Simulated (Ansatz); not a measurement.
## A hypothetical structure for CdH2S2

Starting from a made-up structure for CdH2S2, the aim is the relaxed cell, its shortest contacts and, where a second run follows, its electronic structure.

Main program and level: Ansatz 0.2.0; DFT, PBEsol, plane-wave PAW, files of the set soft_1, scalar-relativistic, no spin, cell and ions relaxed at zero pressure; PAW set soft_1.

## 1. The structure

It takes space group P-3m1 (No. 164, trigonal). Conventional cell: a = 4.131 Å, b = 4.131 Å, c = 5.520 Å, α = 90.00°, β = 90.00°, γ = 120.00°. Nearest to Cd lie 6 S at 2.70 Å. Nearest to S lie 1 H at 1.20 Å and 3 Cd at 2.70 Å. H has 1 S at 1.20 Å nearest. Farther neighbours and most contacts between anions are not listed.

## 2. Relaxation of the guess

The guess takes its coordinates from another compound and its volume from a rule, so the cell and any free coordinates are relaxed together.

File input.yaml:

```yaml
crystal:
  lattice:
    - [4.131, 0.0, 0.0]
    - [-2.0655, 3.577550943, 0.0]
    - [0.0, 0.0, 5.52]
  atoms:
    - { symbol: Cd, position: [0.0, 0.0, 0.0] }
    - { symbol: S, position: [0.333333333, 0.666666667, 0.2275] }
    - { symbol: S, position: [0.666666667, 0.333333333, 0.7725] }
    - { symbol: H, position: [0.333333333, 0.666666667, 0.4445] }
    - { symbol: H, position: [0.666666667, 0.333333333, 0.5555] }
kpoints:
  mp_grid: { grid: [8, 8, 5] }
scf:
  occupations: { method: fermi_dirac, width: 0.05 }
hamiltonian:
  xc: pbesol
  pseudopotentials: { kind: paw, azcp: { folder: soft_1 }, xc_functional: pbe }
relax:
  f_tol: 0.015
  max_steps: 70
  cell: {}
output:
  forces: true
  stress: true
```

Command:

```bash
$ ansatz run input.yaml --threads 4 --pin off --max-ram 8192MiB --backend cpu --events-out ev --progress --plain --runs-dir out
```

Numbers of over 12 decimals in the logs are rounded to 6 here.

The log of the run:

```text
Engine: ansatz 0.2.0, aarch64-unknown-linux-gnu
Pseudopotentials: kind: paw
Pseudopotential: Cd, paw, valence charge 20, recommended cutoff 420 eV (normal), soft_1/Cd.paw.azcp
Pseudopotential: S, paw, valence charge 6, recommended cutoff 420 eV (normal), soft_1/S.paw.azcp
Pseudopotential: H, paw, valence charge 1, recommended cutoff 420 eV (normal), soft_1/H.paw.azcp
Functional definition: PBEsol
  exchange = pbesol_x
  correlation = pbesol_c
Crystal: 5 atoms, lattice volume = 81.579 Å³
Basis set: ecut = 420 eV, 1579 PW (Γ), exchange–correlation on 60×60×80 points (8 copies of the dense FFT grid, shifted against one another)
Bands: 22, of which v1, the nominal top of the filled ones, is band 17 counted from 1 (16 counted from 0)
Symmetry: 12 space group operations
Space group: P-3m1 (ITA 164), of the structure as read, at distance tolerance 4.3e-5 Å
k-points: 40 of 320
Non-local potential: Cd, projectors of the file, l = 0: 3, l = 1: 2, l = 2: 2, l = 3: 1
Non-local potential: S, projectors of the file, l = 0: 2, l = 1: 2, l = 2: 1
Non-local potential: H, projectors of the file, l = 0: 2, l = 1: 1
PAW form: soft (Blöchl's): semilocal exchange-correlation on the pseudo side does not see the compensation charge
PAW frozen core: Cd, regenerated for the run's functional, and the local potential with it (the file was generated under x = pbe(κ = 0.804, μ = 0.219515), c = pbe(β = 0.066725))
PAW frozen core: S, regenerated for the run's functional, and the local potential with it (the file was generated under x = pbe(κ = 0.804, μ = 0.219515), c = pbe(β = 0.066725))
PAW one-centre angular grid: Cd, 590 points (default); XC on 64 Gauss nodes
PAW one-centre angular grid: S, 110 points (default); XC on 64 Gauss nodes
PAW one-centre angular grid: H, 110 points (default); XC on 64 Gauss nodes
Initial density: superposition of atomic densities (chi_scale 0.1, normalization cell, long waves kept (reshape's long-wave potential 0.05 eV rms))
Initial wavefunctions: pseudopotential atomic-orbital guess
Functional: x = pbesol(κ = 0.804, μ = 0.123457), c = pbesol(β = 0.046)
SCF iter   1: F=—  HF=-9986.354481 eV  |F-HF|=—  |Δ(HF+E_count)|=         —  Δρ=6.00e-2  dr2=1.97e0  ethr=3.10e-3  ⟨swp⟩=6.9  Hψ=4946  notcnv=0
preconditioner: auto → Resta (q_TF=auto, 2.358 Å⁻¹)  ε∞=3.8  [insulator: Δε(μ)=2.233 eV  Ē_g=12.482 eV  σ=0.050 eV  W_gap=1.00  n_scr=22 (ndim 8)  ℏωp=21.0 eV  f_vac=0.023  D(μ)=0.00/eV (n_scr^D=0)  ε∞_Penn≈3.8]
SCF iter   2: F=—  HF=-9985.847136 eV  |F-HF|=—  |Δ(HF+E_count)|=   5.07e-1  Δρ=2.86e-2  dr2=4.51e-1  ethr=3.10e-3  ⟨swp⟩=2.0  Hψ=1802  notcnv=0  defer=38
SCF iter   3: F=—  HF=-9985.724646 eV  |F-HF|=—  |Δ(HF+E_count)|=   1.22e-1  Δρ=6.11e-3  dr2=3.97e-2  ethr=1.33e-3  ⟨swp⟩=2.3  Hψ=1488  notcnv=0  defer=38
SCF iter   4: F=—  HF=-9985.718287 eV  |F-HF|=—  |Δ(HF+E_count)|=   6.36e-3  Δρ=1.76e-3  dr2=3.31e-3  ethr=1.17e-4  ⟨swp⟩=2.1  Hψ=1446  notcnv=0  defer=38
SCF iter   5: F=—  HF=-9985.720042 eV  |F-HF|=—  |Δ(HF+E_count)|=   1.76e-3  Δρ=4.66e-4  dr2=1.96e-4  ethr=9.74e-6  ⟨swp⟩=2.3  Hψ=1616  notcnv=0  defer=38
SCF iter   6: F=—  HF=-9985.720296 eV  |F-HF|=—  |Δ(HF+E_count)|=   2.53e-4  Δρ=1.10e-4  dr2=1.69e-5  ethr=5.75e-7  ⟨swp⟩=2.4  Hψ=1367  notcnv=0  defer=38
SCF iter   7: F=—  HF=-9985.720328 eV  |F-HF|=—  |Δ(HF+E_count)|=   3.23e-5  Δρ=3.15e-5  dr2=1.35e-6  ethr=4.97e-8  ⟨swp⟩=2.0  Hψ=1372  notcnv=0  defer=38
SCF iter   8: F=-9985.720333 eV  HF=-9985.720333 eV  |F-HF|=1.68e-7  |Δ(HF+E_count)|=   4.77e-6  Δρ=7.74e-6  dr2=8.35e-8  ethr=2.94e-10  ⟨swp⟩=4.7  Hψ=3843  notcnv=0
SCF 1 converged in 8 iterations: F = -9985.720333 eV  dr2 = 8.35e-8
  greatest PAW one-centre occupation: 1.000 electrons in one spin orbital (limit 2), on the Cd atom at site 0 (counted from 0), in its partial waves of l = 0
relax step   1: F+E_penalty+E_count = -9985.72033286 eV  Δ(F+E_penalty+E_count) = +0.000e0 eV  max|allowed force component| = 6.041e0 eV/Å  Δτ_max = 0.0000 Å  P = +9.237 GPa  Ω = 81.579 Å³  (8 SCF iters, dr2 threshold 1.00e-7 eV, accepted)
Crystal: 5 atoms, lattice volume = 83.010 Å³
Basis set: ecut = 420 eV, 1615 PW (Γ), exchange–correlation on 60×60×80 points (8 copies of the dense FFT grid, shifted against one another)
Initial density: handed on by an earlier stage of this run
Initial wavefunctions: those handed on with the density
iter 1 solved again at ethr=1.81e-4 eV; its pass at ethr=3.10e-3 eV (dr2=6.16e-2 eV) is discarded
SCF iter   1: F=—  HF=-9986.403952 eV  |F-HF|=—  |Δ(HF+E_count)|=         —  Δρ=1.02e-2  dr2=5.93e-2  ethr=1.81e-4  ⟨swp⟩=1.4  Hψ=5435  notcnv=0
preconditioner: auto → Resta (q_TF=auto, 2.351 Å⁻¹)  ε∞=4.2  [insulator: Δε(μ)=1.975 eV  Ē_g=11.666 eV  σ=0.050 eV  W_gap=1.00  n_scr=22 (ndim 8)  ℏωp=20.8 eV  f_vac=0.066  D(μ)=0.00/eV (n_scr^D=0)  ε∞_Penn≈4.2]
SCF iter   2: F=—  HF=-9986.389672 eV  |F-HF|=—  |Δ(HF+E_count)|=   1.43e-2  Δρ=4.69e-3  dr2=1.01e-2  ethr=1.74e-4  ⟨swp⟩=2.1  Hψ=1305  notcnv=0
SCF iter   3: F=—  HF=-9986.386893 eV  |F-HF|=—  |Δ(HF+E_count)|=   2.78e-3  Δρ=6.71e-4  dr2=3.12e-4  ethr=2.98e-5  ⟨swp⟩=2.2  Hψ=1312  notcnv=0
SCF iter   4: F=—  HF=-9986.386893 eV  |F-HF|=—  |Δ(HF+E_count)|=   4.40e-7  Δρ=1.71e-4  dr2=4.11e-5  ethr=9.17e-7  ⟨swp⟩=2.4  Hψ=1426  notcnv=0
SCF iter   5: F=—  HF=-9986.386895 eV  |F-HF|=—  |Δ(HF+E_count)|=   1.76e-6  Δρ=6.69e-5  dr2=5.34e-6  ethr=1.21e-7  ⟨swp⟩=2.2  Hψ=1420  notcnv=0
SCF iter   6: F=-9986.386900 eV  HF=-9986.386900 eV  |F-HF|=3.72e-7  |Δ(HF+E_count)|=   4.55e-6  Δρ=2.24e-5  dr2=4.72e-7  ethr=1.47e-9  ⟨swp⟩=4.0  Hψ=4027  notcnv=0
SCF 2 converged in 6 iterations: F = -9986.386900 eV  dr2 = 4.72e-7
relax step   2: F+E_penalty+E_count = -9986.38690016 eV  Δ(F+E_penalty+E_count) = -6.666e-1 eV  max|allowed force component| = 2.329e0 eV/Å  Δτ_max = 0.0564 Å  P = +4.324 GPa  Ω = 83.010 Å³  energy of the carried Pulay correction = -6.120e-4 eV  (6 SCF iters, dr2 threshold 5.00e-7 eV, accepted)
Crystal: 5 atoms, lattice volume = 82.591 Å³
Basis set: ecut = 420 eV, 1651 PW (Γ), exchange–correlation on 60×60×80 points (8 copies of the dense FFT grid, shifted against one another)
iter 1 solved again at ethr=3.52e-4 eV; its pass at ethr=3.10e-3 eV (dr2=1.20e-1 eV) is discarded
SCF iter   1: F=—  HF=-9986.525886 eV  |F-HF|=—  |Δ(HF+E_count)|=         —  Δρ=1.76e-2  dr2=1.24e-1  ethr=3.52e-4  ⟨swp⟩=1.5  Hψ=5448  notcnv=0
preconditioner: auto → Resta (q_TF=auto, 2.353 Å⁻¹)  ε∞=4.3  [insulator: Δε(μ)=1.814 eV  Ē_g=11.411 eV  σ=0.050 eV  W_gap=1.00  n_scr=22 (ndim 8)  ℏωp=20.8 eV  f_vac=0.042  D(μ)=0.00/eV (n_scr^D=0)  ε∞_Penn≈4.3]
SCF iter   2: F=—  HF=-9986.501457 eV  |F-HF|=—  |Δ(HF+E_count)|=   2.44e-2  Δρ=8.80e-3  dr2=2.90e-2  ethr=3.52e-4  ⟨swp⟩=2.0  Hψ=1267  notcnv=0
SCF iter   3: F=—  HF=-9986.496031 eV  |F-HF|=—  |Δ(HF+E_count)|=   5.43e-3  Δρ=7.59e-4  dr2=3.51e-4  ethr=8.54e-5  ⟨swp⟩=2.0  Hψ=1594  notcnv=0
SCF iter   4: F=—  HF=-9986.496066 eV  |F-HF|=—  |Δ(HF+E_count)|=   3.46e-5  Δρ=2.52e-4  dr2=5.54e-5  ethr=1.03e-6  ⟨swp⟩=2.2  Hψ=1484  notcnv=0
SCF iter   5: F=—  HF=-9986.496088 eV  |F-HF|=—  |Δ(HF+E_count)|=   2.26e-5  Δρ=1.17e-4  dr2=1.05e-5  ethr=1.63e-7  ⟨swp⟩=2.5  Hψ=1531  notcnv=0
SCF iter   6: F=—  HF=-9986.496090 eV  |F-HF|=—  |Δ(HF+E_count)|=   2.01e-6  Δρ=2.64e-5  dr2=6.45e-7  ethr=3.08e-8  ⟨swp⟩=2.0  Hψ=1500  notcnv=0
SCF iter   7: F=-9986.496091 eV  HF=-9986.496091 eV  |F-HF|=6.23e-8  |Δ(HF+E_count)|=   6.34e-7  Δρ=6.33e-6  dr2=2.96e-8  ethr=1.47e-9  ⟨swp⟩=5.0  Hψ=3192  notcnv=0
SCF 3 converged in 7 iterations: F = -9986.496091 eV  dr2 = 2.96e-8
relax step   3: F+E_penalty+E_count = -9986.49609085 eV  Δ(F+E_penalty+E_count) = -1.092e-1 eV  max|allowed force component| = 9.962e-1 eV/Å  Δτ_max = 0.1403 Å  P = -0.611 GPa  Ω = 82.591 Å³  energy of the carried Pulay correction = -4.338e-4 eV  (7 SCF iters, dr2 threshold 5.00e-7 eV, accepted)
[...]
relax step   4: F+E_penalty+E_count = -9986.56318647 eV  Δ(F+E_penalty+E_count) = -6.710e-2 eV  max|allowed force component| = 3.473e-2 eV/Å  Δτ_max = 0.1215 Å  P = -0.305 GPa  Ω = 85.748 Å³  energy of the carried Pulay correction = -1.754e-3 eV  (7 SCF iters, dr2 threshold 5.00e-7 eV, accepted)
[...]
relax step   5: F+E_penalty+E_count = -9986.56602843 eV  Δ(F+E_penalty+E_count) = -2.842e-3 eV  max|allowed force component| = 4.780e-2 eV/Å  Δτ_max = 0.0272 Å  P = -0.116 GPa  Ω = 84.561 Å³  energy of the carried Pulay correction = -1.263e-3 eV  (6 SCF iters, dr2 threshold 2.98e-7 eV, accepted)
[...]
relax step   6: F+E_penalty+E_count = -9986.56764404 eV  Δ(F+E_penalty+E_count) = -1.616e-3 eV  max|allowed force component| = 2.742e-2 eV/Å  Δτ_max = 0.0328 Å  P = +0.122 GPa  Ω = 83.208 Å³  energy of the carried Pulay correction = -6.959e-4 eV  (6 SCF iters, dr2 threshold 1.43e-7 eV, accepted)
[...]
relax step   7: F+E_penalty+E_count = -9986.56771457 eV  Δ(F+E_penalty+E_count) = -7.053e-5 eV  max|allowed force component| = 1.140e-2 eV/Å  Δτ_max = 0.0012 Å  P = +0.054 GPa  Ω = 83.275 Å³  energy of the carried Pulay correction = -7.242e-4 eV  (4 SCF iters, dr2 threshold 4.70e-8 eV, accepted)
[...]
relax step   8: F+E_penalty+E_count = -9986.56772663 eV  Δ(F+E_penalty+E_count) = -1.205e-5 eV  max|allowed force component| = 3.438e-4 eV/Å  Δτ_max = 0.0016 Å  P = +0.000 GPa  Ω = 83.315 Å³  energy of the carried Pulay correction = -7.409e-4 eV  (5 SCF iters, dr2 threshold 8.10e-9 eV, accepted)
Initial wavefunctions: pseudopotential atomic-orbital guess (no wavefunctions were taken with the density)
iter 1 solved again at ethr=1.13e-6 eV; its pass at ethr=3.10e-3 eV (dr2=3.84e-4 eV) is discarded
SCF iter   1: F=—  HF=-9986.567854 eV  |F-HF|=—  |Δ(HF+E_count)|=         —  Δρ=1.97e-4  dr2=8.78e-7  ethr=1.13e-6  ⟨swp⟩=3.1  Hψ=7081  notcnv=0
eigensolver tolerance schedule: the retry pair's looser diagonalisation over-reported the residual by 436.10 of it (diagonalisation noise at 0.19 of the residual, at the tolerance the schedule requests for it); recorded, not acted on — ethr = c·dr2/N_el stays at c = 1.0e-1
preconditioner: auto → Resta (q_TF=auto, 2.350 Å⁻¹)  ε∞=4.3  [insulator: Δε(μ)=1.862 eV  Ē_g=11.433 eV  σ=0.050 eV  W_gap=1.00  n_scr=22 (ndim 8)  ℏωp=20.7 eV  f_vac=0.053  D(μ)=0.00/eV (n_scr^D=0)  ε∞_Penn≈4.3]
SCF iter   2: F=—  HF=-9986.568160 eV  |F-HF|=—  |Δ(HF+E_count)|=   3.06e-4  Δρ=9.94e-5  dr2=2.21e-7  ethr=2.58e-9  ⟨swp⟩=3.1  Hψ=1552  notcnv=0
SCF iter   3: F=—  HF=-9986.568259 eV  |F-HF|=—  |Δ(HF+E_count)|=   9.93e-5  Δρ=7.39e-6  dr2=1.64e-8  ethr=6.49e-10  ⟨swp⟩=2.0  Hψ=1400  notcnv=0
SCF iter   4: F=—  HF=-9986.568260 eV  |F-HF|=—  |Δ(HF+E_count)|=   3.47e-7  Δρ=1.77e-6  dr2=1.14e-9  ethr=4.81e-11  ⟨swp⟩=2.2  Hψ=1392  notcnv=0
SCF iter   5: F=—  HF=-9986.568260 eV  |F-HF|=—  |Δ(HF+E_count)|=   1.62e-8  Δρ=5.47e-7  dr2=2.36e-10  ethr=3.36e-12  ⟨swp⟩=2.5  Hψ=1417  notcnv=0
SCF iter   6: F=—  HF=-9986.568260 eV  |F-HF|=—  |Δ(HF+E_count)|=  5.26e-10  Δρ=2.04e-7  dr2=5.52e-11  ethr=1.00e-12  ⟨swp⟩=6.0  Hψ=3526  notcnv=0
SCF iter   7: F=-9986.568260 eV  HF=-9986.568260 eV  |F-HF|=3.64e-12  |Δ(HF+E_count)|=  3.27e-11  Δρ=1.00e-7  dr2=1.17e-11  ethr=1.00e-12  ⟨swp⟩=5.0  Hψ=2958  notcnv=0
SCF 9 converged in 7 iterations: F = -9986.568260 eV  dr2 = 1.17e-11
relax step   9: F+E_penalty+E_count = -9986.56825972 eV  Δ(F+E_penalty+E_count) = -5.331e-4 eV  max|allowed force component| = 8.863e-4 eV/Å  Δτ_max = 0.0000 Å  P = -0.012 GPa  Ω = 83.315 Å³  stress off target by 1.95e-2 GPa  SCF on the basis re-selected at this cell (its energy is not comparable with the rows above)  (7 SCF iters)
basis re-selected at this cell: Δ(F+E_penalty+E_count) = -5.331e-4 eV, ΔP = -0.012 GPa vs the last step (what re-selecting the basis moved, of the pressure what is left beyond the Pulay correction that the steps carried, after the strain that the cell walked since its last selection, with what the two solves' SCF thresholds leave and, on support functions, any second-order correction that the steps lacked; it is no m [...]
SCF converged after 7 iterations
Free energy (F): -9986.568260 eV
Harris-Foulkes:  -9986.568260 eV  (|F-HF|=3.64e-12)
Internal energy: -9986.568260 eV  (E = F + TS)
E sigma→0 (E₀):  -9986.568260 eV
Fermi energy:    6.031317 eV
--- Per-component energies (eV) ---
  E_band       = -564.433848
  E_kinetic    = 676.613371
  E_local      = -4863.622586  (includes V_loc(G=0)·N_el)
  E_nonlocal   = 194.839270
  E_hartree    = 2193.966204
  E_xc         = -347.718296
  E_vxc        = -381.853164  (∫ρ·V_xc dr)
  E_paw        = -5215.980187  (= ΣΔE_a)
  E_vpaw       = -578.341923  (= ΣTr[D̂ρ^β])
  E_aug_tail   = -0.001464  (compensation charges beyond the density's cutoff)
  E_ewald      = -2625.130432
  E_core_change = 0.465860  (= ΣΔE_core)
  E_smearing   = -0.000000  (= −TS)
  E_closure    = 0.000000  (closes the sum)
  Σ components = -9986.568260   (vs F -9986.568260, Δ=0.00e0)
--- Forces (eV/Å), atoms counted from 1 ---
  atom   1  Cd    -0.00000000    -0.00000000     0.00000000
  atom   2  S      0.00000000     0.00000000     0.00083793
  atom   3  S     -0.00000000    -0.00000000    -0.00083793
  atom   4  H     -0.00000000    -0.00000000    -0.00088626
  atom   5  H      0.00000000     0.00000000     0.00088626
  max |Σ_I F_I| component: 1.85e-17 eV/Å
--- Stress (GPa, compression-positive) ---
       -0.007970       0.000000       0.000000
       -0.000000      -0.007970       0.000000
        0.000000       0.000000      -0.019519
  P = ⅓ Tr σ = -0.0118 GPa (-0.118 kbar)
--- Relaxed structure (8 steps of the walk, 8 accepted, 1 SCFs on fresh bases) ---
  F+E_penalty+E_count = -9986.56825972 eV   max|allowed force component| = 8.863e-4 eV/Å   (the final SCF, on the basis selected at the relaxed cell)
  cell:  # Å, volume = 83.3148 Å³
    - [4.125414, 0, 0]
    - [-2.062707, 3.572713, 0]
    - [0, 0, 5.652708]
  atoms:
    - { symbol: Cd, position: [0, 0, -1.0056367976677145e-18] }
    - { symbol: S, position: [0.333333, 0.666667, 0.220737] }
    - { symbol: S, position: [0.666667, 0.333333, 0.779263] }
    - { symbol: H, position: [0.333333, 0.666667, 0.461725] }
    - { symbol: H, position: [0.666667, 0.333333, 0.538275] }
```

The job ended after 14 s (4 threads of Arm Neoverse N1, shared host; peak memory 0.41 GiB; 49 s of CPU time).

Relaxation path:

```
step  energy less that of the first step (eV)  largest force component (eV/Å)  pressure (GPa)  volume (Å³)
   1                                   0.0000                          6.0408            9.24        81.58
   2                                  -0.6666                          2.3286            4.32        83.01
   3                                  -0.7758                          0.9962           -0.61        82.59
   4                                  -0.8429                          0.0347           -0.31        85.75
   5                                  -0.8457                          0.0478           -0.12        84.56
   6                                  -0.8473                          0.0274            0.12        83.21
   7                                  -0.8474                          0.0114            0.05        83.28
   8                                  -0.8474                          0.0003            0.00        83.31
  9*                                  -0.8479                          0.0009           -0.01        83.31
```

Relaxation steps marked * repeat the geometry before them on a plane-wave basis chosen anew for their cell, so energy and pressure can jump there.

The run keeps the 12 symmetry operations that it works with, so distortions that break them were not tested.

```
conventional cell, symmetrised  before  after  change
                         a (Å)   4.131  4.125  -0.1 %
                         b (Å)   4.131  4.125  -0.1 %
                         c (Å)   5.520  5.653  +2.4 %
              volume (Å³/atom)   16.32  16.66  +2.1 %
```

The atoms that moved most (Å, as changes of fractional coordinates times the final cell):

```
atom     dx     dy      dz  length
  H4  0.000  0.000   0.097   0.097
  H5  0.000  0.000  -0.097   0.097
  S3  0.000  0.000   0.038   0.038
  S2  0.000  0.000  -0.038   0.038
```

The relaxed structure:

```cif
data_structure
_symmetry_space_group_name_H-M 'P 1'
_symmetry_Int_Tables_number 1
_cell_length_a 4.1254
_cell_length_b 4.1254
_cell_length_c 5.6527
_cell_angle_alpha 90.000
_cell_angle_beta 90.000
_cell_angle_gamma 120.000
_cell_volume 83.31
loop_
_atom_site_label
_atom_site_type_symbol
_atom_site_fract_x
_atom_site_fract_y
_atom_site_fract_z
_atom_site_occupancy
Cd1 Cd 0.00000 0.00000 0.00000 1
S2 S 0.33333 0.66667 0.22074 1
S3 S 0.66667 0.33333 0.77926 1
H4 H 0.33333 0.66667 0.46173 1
H5 H 0.66667 0.33333 0.53827 1
```

Numbers from this step:

| Item | Value |
| --- | --- |
| free energy | -9986.5683 eV |
| Fermi energy | 6.031 eV |
| gap by band count | 1.862 eV |
| electrons | 34 |
| symmetry operations | 12 |
| pressure | -0.01182 GPa |

Shortest distances by pair of elements, guess and relaxed (not always the same contact):

```
pair  guess (Å)  relaxed (Å)
 H–S      1.198        1.362
 H–H      2.462        2.421
Cd–S      2.695        2.689
 S–S      3.464        3.450
Cd–H      3.422        3.533
```

The relaxation ends with a largest force component of 8.9e-4 eV/Å and a pressure of -0.01 GPa.

## 3. Outcome

| Quantity | Value |
| --- | --- |
| space group, relaxed | P-3m1 |
| conventional cell | a = 4.125, b = 4.125, c = 5.653 Å; α = 90.0°, β = 90.0°, γ = 120.0° |
| volume per atom | 16.66 Å³ (guess 16.32) |

CdH2S2 relaxes to P-3m1 with a = 4.125, b = 4.125 and c = 5.653 Å. The guessed volume was 2 % too small. The space group P-3m1 was held in the relaxation, so the end point is a stationary structure within it and may be a saddle against distortions or other arrangements. Mesh and cutoff weren't tested. No dispersion term is used, so weakly bound directions may come out too long. Nothing here tests whether the compound is stable against decomposition.

[Logs are printed without paths, hosts, clocks, repeated set-up lines and the standing remarks that a program may print on its own settings, such as how far it seeks lower states.]

[Hosts, paths, dates, database ids (printed as entryN), source tags and the programs' standing remarks are cut or masked in the printed files.]
